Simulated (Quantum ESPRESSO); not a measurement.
# CoO: which magnetic order is lowest, part 2 of 2

Does CoO prefer parallel or opposed moments, or none?

Quantum ESPRESSO 7.5; LDA; plane waves with GBRV 1.5 LDA potentials, no spin-orbit coupling.

So far: The starting structure; Run 1, typed as ferro +; Run 2, typed as antiferro q=(0,0,1/2) +−.

### 4. Run 3 (antiferro q=(0,1/2,1/2) +−)

This order needs a doubled cell of 4 atoms.

pw.in

```
&CONTROL
  calculation = 'scf'
  prefix = 'pwscf'
  outdir = './tmp'
  pseudo_dir = './pseudo'
  disk_io = 'nowf'
/
&SYSTEM
  ibrav = 0
  celldm(1) = 8
  nat = 4
  ntyp = 3
  ecutwfc = 40
  nbnd = 32
  occupations = 'smearing'
  smearing = 'fd'
  degauss = 0.00367493
  nspin = 2
  starting_magnetization(1) = 0.1765
  starting_magnetization(2) = -0.1765
  starting_magnetization(3) = 0
/
&ELECTRONS
  conv_thr = 8d-09
  electron_maxstep = 150
  mixing_beta = 0.3
/
ATOMIC_SPECIES
Co1    58.9332 co_lda_v1.2.uspp.F.UPF
Co2    58.9332 co_lda_v1.2.uspp.F.UPF
O      15.9990 o_lda_v1.2.uspp.F.UPF
CELL_PARAMETERS alat
   0.0000000000000    0.5034939043300    0.5034939043300
   1.0069878086600    0.0000000000000    1.0069878086600
   1.0069878086600    0.5034939043300    0.5034939043300
ATOMIC_POSITIONS crystal
Co1     0.0000000000    0.0000000000    0.0000000000
Co2     0.0000000000    0.5000000000    0.0000000000
O       0.5000000000    0.0000000000    0.5000000000
O       0.5000000000    0.5000000000    0.5000000000
K_POINTS automatic
6 3 6 0 0 0
```

Launch:

```bash
> OMP_NUM_THREADS=1 mpirun -n 2 pw.x -nk 2 -in pw.in > pw.out
```

The log of the run:

```text
     [... lines left out ...]
Program PWSCF v.7.5 starts
     [... lines left out ...]
     number of atoms/cell      =            4
     [... lines left out ...]
     number of electrons       =        46.00
     number of Kohn-Sham states=           32
     kinetic-energy cutoff     =      40.0000  Ry
     charge density cutoff     =     160.0000  Ry
     scf convergence threshold =      8.0E-09
     [... lines left out ...]
     16 Sym. Ops., with inversion, found
     [... lines left out ...]
     number of k points=    20  Fermi-Dirac smearing, width (Ry)=  0.0037
     [... lines left out ...]
     iteration # 15     ecut=    40.00 Ry     beta= 0.30
     [... lines left out ...]
     Magnetic moment per site  (integrated on atomic sphere of radius R)
     atom   1 (R=0.208)  charge= 14.6363  magn=  2.2596
     atom   2 (R=0.208)  charge= 14.6368  magn= -2.2596
     atom   3 (R=0.208)  charge=  5.7089  magn= -0.1013
     atom   4 (R=0.208)  charge=  5.7093  magn=  0.1013
     [... lines left out ...]
     the Fermi energy is    13.4152 ev
!    total energy              =    -661.07290758 Ry
     estimated scf accuracy    <          3.9E-09 Ry
     smearing contrib. (-TS)   =      -0.00477029 Ry
     [... lines left out ...]
     total magnetization       =    -0.00 Bohr mag/cell
     absolute magnetization    =     4.96 Bohr mag/cell
     convergence has been achieved in  15 iterations
```

It took 28 s on 2 MPI ranks of Arm Neoverse V1, shared host; peak memory 0.16 GiB.

Spin moment in the atom's sphere by atom:

```
atom  spin moment in the atom's sphere (μB)
 Co1                                   2.26
 Co2                                  -2.26
  O3                                  -0.10
  O4                                   0.10
```

Read from the output:

```
smearing term TS       : 0.06490 eV
magnetization          : 0 μB
absolute magnetization : 4.956 μB
final state            : antiferromagnetic
```

### 5. Start 4: no spin polarisation

pw.in

```
&CONTROL
  calculation = 'scf'
  prefix = 'pwscf'
  outdir = './tmp'
  pseudo_dir = './pseudo'
  disk_io = 'nowf'
/
&SYSTEM
  ibrav = 0
  celldm(1) = 8
  nat = 2
  ntyp = 2
  ecutwfc = 40
  nbnd = 18
  occupations = 'smearing'
  smearing = 'fd'
  degauss = 0.00367493
/
&ELECTRONS
  conv_thr = 4d-09
  electron_maxstep = 150
  mixing_beta = 0.3
/
ATOMIC_SPECIES
Co     58.9332 co_lda_v1.2.uspp.F.UPF
O      15.9990 o_lda_v1.2.uspp.F.UPF
CELL_PARAMETERS alat
   0.0000000000000    0.5034939043300    0.5034939043300
   0.5034939043300    0.0000000000000    0.5034939043300
   0.5034939043300    0.5034939043300    0.0000000000000
ATOMIC_POSITIONS crystal
Co      0.0000000000    0.0000000000    0.0000000000
O       0.5000000000    0.5000000000    0.5000000000
K_POINTS automatic
6 6 6 0 0 0
```

The log of the run:

```text
     [... lines left out ...]
Program PWSCF v.7.5 starts
     [... lines left out ...]
     number of atoms/cell      =            2
     [... lines left out ...]
     number of electrons       =        23.00
     number of Kohn-Sham states=           18
     kinetic-energy cutoff     =      40.0000  Ry
     charge density cutoff     =     160.0000  Ry
     scf convergence threshold =      4.0E-09
     [... lines left out ...]
     48 Sym. Ops., with inversion, found
     [... lines left out ...]
     number of k points=    16  Fermi-Dirac smearing, width (Ry)=  0.0037
     [... lines left out ...]
     iteration # 14     ecut=    40.00 Ry     beta= 0.30
     [... lines left out ...]
     the Fermi energy is    13.0294 ev
!    total energy              =    -330.51353027 Ry
     estimated scf accuracy    <          5.8E-10 Ry
     smearing contrib. (-TS)   =      -0.00305432 Ry
     [... lines left out ...]
     convergence has been achieved in  14 iterations
```

Run time: 2.8 s. Hardware: 2 MPI ranks; peak memory 0.11 GiB.

Read from the output:

* smearing term TS: 0.04156 eV
* final state: non-magnetic (no spin polarisation)

### 6. Ranking

An order is kept where moments of 0.15 μB or more survive with the typed signs; meshes match where a doubled cell samples the same k points as the first cell.

Orders:

```
                     start        final state  typed order kept  energy over the lowest (meV a seeded atom)  largest site moment (μB)  net moment (μB a cell of the first run)  mesh matched  CPU time (s)
                   ferro +      ferromagnetic               yes                                         130                     2.436                                    2.874           yes         10.83
  antiferro q=(0,0,1/2) +-  antiferromagnetic               yes                                           0                     2.328                                        0           yes         29.09
antiferro q=(0,1/2,1/2) +-  antiferromagnetic               yes                                       245.9                      2.26                                        0           yes         56.74
      no spin polarisation       non-magnetic                 -                                       557.8                         0                                        0           yes          5.48
```

### 7. Couplings from the energies

E = −Σ J e·e over ordered pairs of unit vectors, so each pair counts twice. As many shells are taken as there are differences of energy, so the couplings are solved for and no residual tests the model; further shells are folded in, and shells whose pairs keep their relative signs in all orders cancel and are not probed. Couplings from the energies:

| pair | distance (Å) | neighbours an atom | J (meV) |
| --- | --- | --- | --- |
| Co-Co | 3.014 | 12 | 7.243 |
| Co-Co | 4.263 | 6 | -18.07 |

### 8. What came out

* lowest state found: antiferromagnetic (from antiferro q=(0,0,1/2) +-)
* largest site moment: 2.33 μB
* next state with moments: ferromagnetic, 130 meV a seeded atom higher
* state without moments: 558 meV a seeded atom higher
* J of the weightiest shell (Co-Co, 4.26 Å; E = −Σ J e·e, ordered pairs): -18.1 meV

**Reading.** The largest moment changes by 7.2 % between the kept orders, a modest change. This is the lowest of 4 collinear or spinless starts, no proof of the ground state. No Hubbard term acts here. In such compounds local and semilocal functionals without one often delocalise the d electrons, and can shrink or lose moments and miss the size, sign and order of the couplings. The smearing term is large for its width, so states at the Fermi level are partly filled: at this level the cell is a metal or has a gap of a few widths at most.

[Logs and program files are shortened in this print: banners, set-up blocks, solver, clock and traceback lines can be left out without a mark of their own.]

[Logs are printed without paths, hosts, clocks, repeated set-up lines and the standing remarks that a program may print on its own settings, such as how far it seeks lower states.]

[Hosts, paths, dates, database ids (printed as entryN), source tags and the programs' standing remarks are cut or masked in the printed files.]

[Where a cell is said to come from a database of computed structures, the database is the Materials Project.]
